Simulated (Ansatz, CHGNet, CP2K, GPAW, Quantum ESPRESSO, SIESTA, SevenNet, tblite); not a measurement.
# Random packing of 26Ag2S-74GeS2 (mol %) (81 atoms) in SIESTA

Wanted: SIESTA inputs and outputs for random packing of 26Ag2S-74GeS2 (mol %) (81 atoms), checked against a plane-wave reference.

Program: SIESTA 5.4.2. Level of theory: the method is named at each step. Results are calculated unless marked as measured.

### Step 1. The structure

The cell holds 81 atoms: 14 Ag, 47 S and 20 Ge. Its edges and angles: a = 12.404 Å, b = 12.404 Å, c = 12.404 Å, α = 90.0°, β = 90.0°, γ = 90.0°. 81 atoms (14 Ag, 47 S, 20 Ge) packed at random in a cube at 3.89 g/cm³ and pushed apart as soft spheres, cations and anions kept from their own kind; a start for melting by ab initio MD, not an equilibrated structure. Then every atom was moved at random, 0.03 Å r.m.s. a Cartesian component.

The yardstick, on the same geometry:

| Item | Value |
| --- | --- |
| method | Kohn-Sham DFT, PBE, SSSP efficiency 1.3.0 pseudopotentials, plane waves (Quantum ESPRESSO 7.5); sssp-pbe-1.3.0-efficiency, cutoffs 45/360 Ry, Γ point |
| r.m.s. force component | 0.7385 eV/Å |
| longest force | 3.123 eV/Å |
| pressure | -0.921 GPa |
| time | 19 min on 4 MPI ranks of Arm Neoverse V1, shared host |
| CPU time | 75 min |

### Step 2. PBE, DZP, shift 0.01 Ry, mesh 300 Ry

Method: Kohn-Sham DFT, PBE, PseudoDojo 0.4.1 norm-conserving pseudopotentials (converted to PSML), numerical atomic orbitals (DZP), diagonalisation.

The .psml files are PseudoDojo norm-conserving potentials that we converted to this format, checked against plane waves on the same files for H, C, O, Si, Ge and Ca alone.

The input, input.fdf:

```
SystemLabel cell
NumberOfAtoms 81
NumberOfSpecies 3
%block ChemicalSpeciesLabel
  1 47 Ag
  2 16 S
  3 32 Ge
%endblock ChemicalSpeciesLabel
LatticeConstant 1.0 Ang
%block LatticeVectors
  12.40390 0.00000 0.00000
  0.00000 12.40390 0.00000
  0.00000 0.00000 12.40390
%endblock LatticeVectors
PAO.BasisSize DZP
PAO.EnergyShift 0.01 Ry
XC.Functional GGA
XC.Authors PBE
MeshCutoff 300 Ry
%block kgrid_Monkhorst_Pack
  1 0 0 0.0
  0 1 0 0.0
  0 0 1 0.0
%endblock kgrid_Monkhorst_Pack
SolutionMethod diagon
OccupationFunction FD
ElectronicTemperature 580 K
SCF.Mixer.Method Pulay
SCF.Mixer.Weight 0.15
SCF.Mixer.History 8
SCF.Mix Hamiltonian
MaxSCFIterations 300
SCF.DM.Tolerance 1e-04
SCF.H.Tolerance 1.0e-3 eV
WriteForces T
Write.HirshfeldPop T
Write.VoronoiPop T
Write.DM F
Write.H F
XML.Write F
AtomicCoordinatesFormat Fractional
%block AtomicCoordinatesAndAtomicSpecies
  0.56955 0.35351 0.20987 1
  0.23207 0.91687 0.10147 1
  0.73739 0.93053 0.11540 1
  0.66758 0.71750 0.24727 1
  0.91867 0.78898 0.68631 1
  0.98339 0.92347 0.99713 1
  0.40336 0.89021 0.45828 1
  0.86555 0.69314 0.97578 1
  0.42560 0.79971 0.70706 1
  0.43709 0.15292 0.68766 1
  0.06548 0.13027 0.18578 1
  0.75864 0.96768 0.39205 1
  0.27899 0.07476 0.33068 1
  0.13722 0.74536 0.45768 1
  0.90012 0.04459 0.13050 2
  0.05233 0.64015 0.22460 2
  0.85910 0.18218 0.80721 2
  0.02623 0.95244 0.66543 2
  0.30140 0.40550 0.52127 2
  0.82320 0.49601 0.19337 2
  0.59880 0.43300 0.03321 2
  0.15178 0.75362 0.01623 2
  0.58170 0.02103 0.04171 2
  0.02129 0.35998 0.71878 2
  0.34159 0.26725 0.31946 2
  0.80825 0.81906 0.52626 2
  0.56165 0.02194 0.77907 2
  0.74426 0.34900 0.39268 2
  0.13081 0.06083 0.00938 2
  0.40291 0.40276 0.77219 2
  0.80040 0.92850 0.78401 2
  0.49528 0.22130 0.51891 2
  0.82622 0.59495 0.74442 2
  0.88669 0.15168 0.54929 2
  0.46685 0.71283 0.39884 2
  0.19428 0.17144 0.52456 2
  0.91514 0.49788 0.52601 2
  0.42842 0.25824 0.98154 2
  0.84760 0.79889 0.21758 2
  0.31027 0.67410 0.60990 2
  0.11397 0.71676 0.76378 2
  0.22196 0.20302 0.78380 2
  0.01024 0.30413 0.38211 2
  0.49862 0.76684 0.88742 2
  0.62118 0.99323 0.53225 2
  0.69231 0.15863 0.23272 2
  0.51087 0.95275 0.30204 2
  0.64737 0.31650 0.75846 2
  0.68232 0.68617 0.04900 2
  0.42910 0.74508 0.14181 2
  0.58646 0.62061 0.63843 2
  0.72262 0.60811 0.40248 2
  0.14731 0.39826 0.93959 2
  0.88926 0.37828 0.96887 2
  0.51111 0.44970 0.37691 2
  0.27911 0.93932 0.60762 2
[... 21 atom lines left out ...]
  0.59713 0.20138 0.00621 3
  0.31807 0.66788 0.28330 3
  0.99903 0.55181 0.75053 3
  0.64804 0.46822 0.52835 3
%endblock AtomicCoordinatesAndAtomicSpecies
```

Command:

```bash
OMP_NUM_THREADS=1 mpirun -np 2 siesta < input.fdf > output.txt
```

Output:

```text
Version         : 5.4.2
reinit: System Name:
reinit: System Label: cell
initatom: Reading input for the pseudopotentials and atomic orbitals ----------
Species number:   1 Atomic number:   47 Label: Ag
Species number:   2 Atomic number:   16 Label: S
Species number:   3 Atomic number:   32 Label: Ge
Ground state valence configuration (from tables):   5s01  5p00  4d10  4f00
Ground state valence configuration (from tables):   3s02  3p04  3d00  4f00
Ground state valence configuration (from tables):   4s02  4p02  4d00  4f00
---- Processing specs for species: Ag
GGA--PBE XC_GGA_X_PBE--XC_GGA_C_PBE pb
Semicore shell(s) with  8 electrons included in the valence for Ag
---- Processing specs for species: S
GGA--PBE XC_GGA_X_PBE--XC_GGA_C_PBE pb
---- Processing specs for species: Ge
GGA--PBE XC_GGA_X_PBE--XC_GGA_C_PBE pb
Semicore shell(s) with 10 electrons included in the valence for Ge
Semicore shell(s): 4s 4p
Fallback to non-perturbative polarization scheme for Ag
Please see the manual if this is not desired in principle
Semicore shell(s): 3d
Fallback to non-perturbative polarization scheme for Ge
Please see the manual if this is not desired in principle
Ag pseudopotential only contains V_ls up to l=2 -- lmxkb reset.
S pseudopotential only contains V_ls up to l=2 -- lmxkb reset.
Ge pseudopotential only contains V_ls up to l=2 -- lmxkb reset.
Using PAO.SplitTailNorm
%block ChemicalSpeciesLabel
    1   47 Ag                      # Species index, atomic number, species label
    2   16 S                       # Species index, atomic number, species label
    3   32 Ge                      # Species index, atomic number, species label
%endblock ChemicalSpeciesLabel
%block PAO.Basis                 # Define Basis set
Ag                    5                    # Species label, number of l-shells
 n=4   0   1                         # n, l, Nzeta
   2.481
   1.000
 n=5   0   2                         # n, l, Nzeta
   6.899      5.057
   1.000      1.000
 n=4   1   1                         # n, l, Nzeta
   2.799
[...]
4.369      2.859
[...]
S                     2                    # Species label, number of l-shells
[...]
n=3   1   2 P   1                   # n, l, Nzeta, Polarization, NzetaPol
[...]
Ge                    4                    # Species label, number of l-shells
[...]
6.996      5.083
   1.000      1.000
 n=3   2   1                         # n, l, Nzeta
[...]
n=4   2   1                         # n, l, Nzeta
   6.996
   1.000
%endblock PAO.Basis
coor:   Atomic-coordinates input format  =     Fractional
siesta: System type = bulk
initatomlists: Number of atoms, orbitals, and projectors:     81  1237  1458
siesta: ******************** Simulation parameters ****************************
Total number of electrons:   828.000000
Total ionic charge:   828.000000
 Kpoints in:            1 . Kpoints trimmed:            1
siesta: k-grid: Number of k-points = 1
siesta: k-points from Monkhorst-Pack grid
siesta: k-cutoff (effective) =     6.202 Ang
siesta: k-point supercell and displacements
siesta: k-grid:     1     0     0      0.000
siesta: k-grid:     0     1     0      0.000
siesta: k-grid:     0     0     1      0.000
                     ====================================
                        Single-point calculation
                     ====================================
outcell: Unit cell vectors (Ang):
       12.403900    0.000000    0.000000
        0.000000   12.403900    0.000000
        0.000000    0.000000   12.403900
outcell: Cell vector modules (Ang)   :   12.403900   12.403900   12.403900
outcell: Cell angles (23,13,12) (deg):     90.0000     90.0000     90.0000
outcell: Cell volume (Ang**3)        :   1908.4236
Gamma-point calculation with multiply-connected orbital pairs
Gamma-point calculation with multiply-connected orbital pairs
Folding of H and S implicitly performed
Folding of H and S implicitly performed
new_DM -- step:     1
Initializing Density Matrix...
Attempting to read DM from file... Failed...
DM filled with atomic data:
InitMesh: MESH = 144 x 144 x 144 = 2985984
InitMesh: Mesh cutoff (required, used) =   300.000   372.486 Ry
stepf: Fermi-Dirac step function
        iscf     Eharris(eV)        E_KS(eV)     FreeEng(eV)     dDmax    Ef(eV) dHmax(eV)
   scf:    1  -117359.318838  -120254.662267  -120255.467147  1.065062 -2.727473 85.289307
   scf:    2  -115091.499302  -119985.358339  -119985.745398  2.169685 -3.254815 79.540189
   scf:    3  -121096.660253  -121560.375568  -121560.775124  2.415301 -3.880595 24.259781
[...]
scf:   33  -121685.470071  -121685.470068  -121686.047780  0.000140 -4.296011  0.001427
   scf:   34  -121685.470082  -121685.470075  -121686.047780  0.000038 -4.296010  0.000692
SCF Convergence by DM+H criterion
max |DM_out - DM_in|         :     0.0000384583
max |H_out - H_in|      (eV) :     0.0006917819
SCF cycle converged after 34 iterations
Using DM_out to compute the final energy and forces
siesta: E_KS(eV) =          -121685.4701
siesta: E_KS - E_eggbox =   -121685.4701
siesta: Atomic forces (eV/Ang):
     1    0.177417    0.200312    0.109813
     2    0.104603   -0.302408   -0.178663
     3   -0.296867   -0.266008   -0.096024
[...]
80    2.006478    0.634692   -0.082646
    81    0.504042   -0.776289   -0.625381
----------------------------------------
   Tot   -0.002097   -0.010910   -0.008738
----------------------------------------
   Max    3.862956
   Res    0.883488    sqrt( Sum f_i^2 / 3N )
----------------------------------------
   Max    3.862956    constrained
Stress tensor Voigt[x,y,z,yz,xz,xy] (kbar):       -6.60       15.71       13.66        3.87       13.72       -6.65
(Free)E + p*V (eV/cell)  -121695.0882
Target enthalpy (eV/cell)  -121686.0478
siesta: Program's energy decomposition (eV):
siesta: Ebs     =    -18314.016535
siesta: Eions   =    151430.196681
siesta: Ena     =     16487.305931
siesta: Ekin    =     61709.631781
siesta: Enl     =    -24552.944372
siesta: DEna    =       759.065997
siesta: DUscf   =        29.565198
siesta: Ex      =    -23224.975136
siesta: Ec      =     -1462.922793
siesta: Exc     =    -24687.897929
siesta: Eharris =   -121685.470082
siesta: Etot    =   -121685.470075
siesta: FreeEng =   -121686.047780
siesta: Final energy (eV):
siesta:  Band Struct. =  -18314.016535
siesta:       Kinetic =   61709.631781
siesta:       Hartree =   46718.759592
siesta:         Exch. =  -23224.975136
siesta:         Corr. =   -1462.922793
siesta:   Exch.-corr. =  -24687.897929
siesta:  Ion-electron = -154368.987200
siesta:       Ion-ion =  -51056.976319
siesta:         Total = -121685.470075
siesta:         Fermi =      -4.296010
siesta: Stress tensor (static) (eV/Ang**3):
siesta:    -0.004120   -0.004153    0.008566
siesta:    -0.004153    0.009804    0.002415
siesta:     0.008566    0.002415    0.008528
siesta: Cell volume =       1908.423558 Ang**3
siesta: Pressure (static):
siesta:                Solid            Molecule  Units
siesta:          -0.00005159         -0.00004230  Ry/Bohr**3
siesta:          -0.00473713         -0.00388393  eV/Ang**3
siesta:          -7.58971236         -6.22273485  kBar
    Orbital volume contribution        =          44.631069 eV
    (Free)E + p_basis*V_orbitals       =     -121641.416711 eV
    (Free)Eharris+ p_basis*V_orbitals  =     -121641.416718 eV
Hirshfeld Atomic Populations:
Atom #   charge [q] valence [e]  Species
     1     0.294290   18.705710  Ag
     2     0.348333   18.651667  Ag
     3     0.284408   18.715592  Ag
[...]
15    -0.254387    6.254387  S
    16    -0.199193    6.199193  S
    17    -0.084441    6.084441  S
[...]
62     0.177005   13.822995  Ge
    63     0.132879   13.867121  Ge
    64     0.084522   13.915478  Ge
[...]
--------------------
 Total    -0.000022
Voronoi Atomic Populations:
Atom #   charge [q] valence [e]  Species
[...]
13     0.322402   18.677598  Ag
    14     0.331952   18.668048  Ag
[...]
60    -0.063714    6.063714  S
    61    -0.226065    6.226065  S
[...]
80     0.235266   13.764734  Ge
    81     0.260255   13.739745  Ge
--------------------
 Total    -0.000022
```

The job ended after 4.4 min (2 MPI ranks of Arm Neoverse V1, shared host; peak memory 1.7 GiB; 8.8 min of CPU time).

Banners, paths, timers and routine set-up lines are dropped from the logs unmarked, and long logs keep their key lines alone; longer cuts are marked.

Compared with the plane-wave run:

- r.m.s. force component: 0.8835 eV/Å
- r.m.s. difference of force components: 265.1 meV/Å
- longest difference of force vectors: 1013 meV/Å
- force difference over r.m.s. force: 35.89 %
- slope of forces against the reference's: 1.151
- correlation of force components: 0.9623
- pressure: -0.759 GPa
- pressure difference: 0.162 GPa

This run lies far from the reference in forces at the same functional.

Length of the force difference by element (eV/Å):

```csv
element,atoms,mean,most
Ag,14,0.12,0.27
Ge,20,0.48,0.85
S,47,0.43,1.0
```

A closer look about Ag7, picked at random: 10 atoms, nearest first, numbered in the order of the input, with positions taken from that point.

```csv
atom,x,y,z,distance (Å),bonds,Hirshfeld charge (e),Fx,Fy,Fz (eV/Å)
Ag7,0.00,0.00,0.00,0.00,3,0.29,0.10,0.47,-0.11
S35,0.79,-2.20,-0.74,2.45,2,-0.17,0.19,-0.85,-0.20
S47,1.33,0.78,-1.94,2.48,1,-0.22,0.57,0.96,0.39
S56,-1.54,0.61,1.85,2.49,3,-0.23,0.84,-0.06,-1.41
S45,2.70,1.28,0.92,3.13,2,-0.14,-1.22,1.62,0.31
Ag13,-1.54,2.29,-1.58,3.18,3,0.30,-0.54,0.44,0.80
Ag9,0.28,-1.12,3.09,3.30,3,0.32,0.18,0.49,-0.28
S58,-2.23,-0.83,-2.29,3.30,3,-0.19,-0.65,0.50,1.40
Ge69,2.94,-0.87,1.40,3.37,2,0.13,-1.58,-1.61,1.32
S40,-1.15,-2.68,1.88,3.47,2,-0.21,-1.82,0.05,-0.16
```

Forces lie 36 % from the reference's, at 0.12 times its CPU time (on 2 against 4 cores).

### Step 3. PBE, SZP, shift 0.01 Ry, mesh 300 Ry

Method: Kohn-Sham DFT, PBE, PseudoDojo 0.4.1 norm-conserving pseudopotentials (converted to PSML), numerical atomic orbitals (SZP), diagonalisation.

input.fdf, as its differences from that of step 2:

```diff
@@ -14,3 +14,3 @@
 %endblock LatticeVectors
-PAO.BasisSize DZP
+PAO.BasisSize SZP
 PAO.EnergyShift 0.01 Ry
```

Command:

```bash
OMP_NUM_THREADS=1 siesta < input.fdf > output.txt
```

Output:

```text
Version         : 5.4.2
reinit: System Name:
reinit: System Label: cell
initatom: Reading input for the pseudopotentials and atomic orbitals ----------
Species number:   1 Atomic number:   47 Label: Ag
Species number:   2 Atomic number:   16 Label: S
Species number:   3 Atomic number:   32 Label: Ge
Ground state valence configuration (from tables):   5s01  5p00  4d10  4f00
Ground state valence configuration (from tables):   3s02  3p04  3d00  4f00
Ground state valence configuration (from tables):   4s02  4p02  4d00  4f00
---- Processing specs for species: Ag
GGA--PBE XC_GGA_X_PBE--XC_GGA_C_PBE pb
Semicore shell(s) with  8 electrons included in the valence for Ag
---- Processing specs for species: S
GGA--PBE XC_GGA_X_PBE--XC_GGA_C_PBE pb
---- Processing specs for species: Ge
[... lines left out ...]
Total number of electrons:   828.000000
[... lines left out ...]
stepf: Fermi-Dirac step function
        iscf     Eharris(eV)        E_KS(eV)     FreeEng(eV)     dDmax    Ef(eV) dHmax(eV)
[... lines left out ...]
SCF Convergence by DM+H criterion
[... lines left out ...]
SCF cycle converged after 35 iterations
[... lines left out ...]
   Max    4.729956
[... lines left out ...]
   Max    4.729956    constrained
Stress tensor Voigt[x,y,z,yz,xz,xy] (kbar):      -20.71        7.69        7.27        6.48       16.52       -8.91
[... lines left out ...]
siesta: Etot    =   -121667.746962
siesta: FreeEng =   -121668.331444
siesta: Final energy (eV):
siesta:  Band Struct. =  -18410.680803
siesta:       Kinetic =   61653.490643
siesta:       Hartree =   46599.766967
siesta:         Exch. =  -23211.924323
siesta:         Corr. =   -1463.422856
siesta:   Exch.-corr. =  -24675.347178
siesta:  Ion-electron = -154188.681075
siesta:       Ion-ion =  -51056.976319
siesta:         Total = -121667.746962
siesta:         Fermi =      -4.304261
siesta: Stress tensor (static) (eV/Ang**3):
siesta:    -0.012927   -0.005560    0.010313
siesta:    -0.005560    0.004798    0.004046
siesta:     0.010313    0.004046    0.004536
siesta: Cell volume =       1908.423558 Ang**3
siesta: Pressure (static):
siesta:                Solid            Molecule  Units
siesta:           0.00001305          0.00001951  Ry/Bohr**3
siesta:           0.00119782          0.00179092  eV/Ang**3
siesta:           1.91912352          2.86937086  kBar
    Orbital volume contribution        =          36.975128 eV
    (Free)E + p_basis*V_orbitals       =     -121631.356316 eV
    (Free)Eharris+ p_basis*V_orbitals  =     -121631.356314 eV
Hirshfeld Atomic Populations:
Atom #   charge [q] valence [e]  Species
     1     0.294086   18.705914  Ag
     2     0.335365   18.664635  Ag
     3     0.280336   18.719664  Ag
[...]
15    -0.265454    6.265454  S
    16    -0.203868    6.203868  S
    17    -0.066623    6.066623  S
[...]
62     0.194860   13.805140  Ge
    63     0.157189   13.842811  Ge
    64     0.108844   13.891156  Ge
[...]
--------------------
 Total    -0.000016
Voronoi Atomic Populations:
Atom #   charge [q] valence [e]  Species
[...]
13     0.326510   18.673490  Ag
    14     0.338441   18.661559  Ag
[...]
60    -0.098572    6.098572  S
    61    -0.241685    6.241685  S
[...]
80     0.263906   13.736094  Ge
    81     0.295717   13.704283  Ge
--------------------
 Total    -0.000016
```

The job ended after 6.6 min (1 thread; peak memory 1.3 GiB).

Compared with the plane-wave run:

```yaml
r_m_s_force_component: 1.095 eV/Å
r_m_s_difference_of_force_components: 549.1 meV/Å
longest_difference_of_force_vectors: 1936 meV/Å
force_difference_over_r_m_s_force: 74.36 %
slope_of_forces_against_the_reference_s: 1.324
correlation_of_force_components: 0.8924
pressure: 0.1919 GPa
pressure_difference: 1.113 GPa
```

This is a coarse setting, run to see what it loses.

Against the first run (36 %), the force difference from the reference is 74 %, at 0.75 times the CPU time (on 1 against 2 cores), with 885 basis functions against 1237: the smaller basis costs accuracy.

### Step 4. All runs compared

Differences are against the plane-wave reference, forces as r.m.s. over components; share is that over the reference's r.m.s. force, slope the least-squares factor from reference forces to these. Total energies of different programs have different zeros and aren't compared.

```csv
run,"Δ force, r.m.s. (meV/Å)",share (%),slope,Δ pressure (GPa),cores,CPU time,memory (GiB)
reference,-,-,-,-,4,75 min,5.2
"SIESTA PBE, DZP, shift 0.01 Ry, mesh 300 Ry",265,35.9,1.151,0.162,2,8.8 min,1.7
"SIESTA PBE, SZP, shift 0.01 Ry, mesh 300 Ry (coarse)",549,74.4,1.324,1.11,1,6.6 min,1.3
```

Rows marked coarse were listed beforehand as settings not expected to be converged; some can still land near the reference.

CPU time is summed over cores on a shared host, where runs went side by side, so it is rough. Symmetry, cutoffs, thresholds, outputs and thread counts weren't matched or tuned between programs; memory under MPI is the largest rank's times the ranks.

Further runs of this program without a result: SIESTA PBE, SZ, shift 0.01 Ry, mesh 300 Ry (cut off at its time limit); SIESTA PBE, SZ, shift 0.02 Ry, mesh 300 Ry (cut off at its time limit).

### Step 5. Outcome

```
nearest in forces : SIESTA PBE, DZP, shift 0.01 Ry, mesh 300 Ry, 36 %
its CPU time      : 8.8 min
```

What this shows: The PBE run in local orbitals, coarse settings apart, differs by 36 % (SIESTA PBE, DZP, shift 0.01 Ry, mesh 300 Ry); basis, grid and potentials can all enter. Runs with settings chosen to be coarse differ by 74 % (SIESTA PBE, SZP, shift 0.01 Ry, mesh 300 Ry), their programs' other errors included. Of the electronic-structure runs that take under half the reference's CPU time, SIESTA PBE, DZP, shift 0.01 Ry, mesh 300 Ry comes nearest, at 36 % in 8.8 min against 75 min. SIESTA PBE, DZP, shift 0.01 Ry, mesh 300 Ry stiffens the forces by a factor of 1.15 while following their directions (correlation 0.962). The reference's pressure holds the uncorrected Pulay stress of its 45 Ry basis, so small pressure differences, and their order, may be the reference's own error. The electronic-structure runs sample only Γ, in a cell whose shortest periodic width is 12 Å, which is coarse for a cell with partly filled levels.

[Also dropped from logs without a mark: logging warnings of Python, and SIESTA's first energy breakdown and zero terms.]

[Logs are printed without paths, hosts, clocks, repeated set-up lines and the standing remarks that a program may print on its own settings, such as how far it seeks lower states.]

[Hosts, paths, dates, database ids (printed as entryN), source tags and the programs' standing remarks are cut or masked in the printed files.]
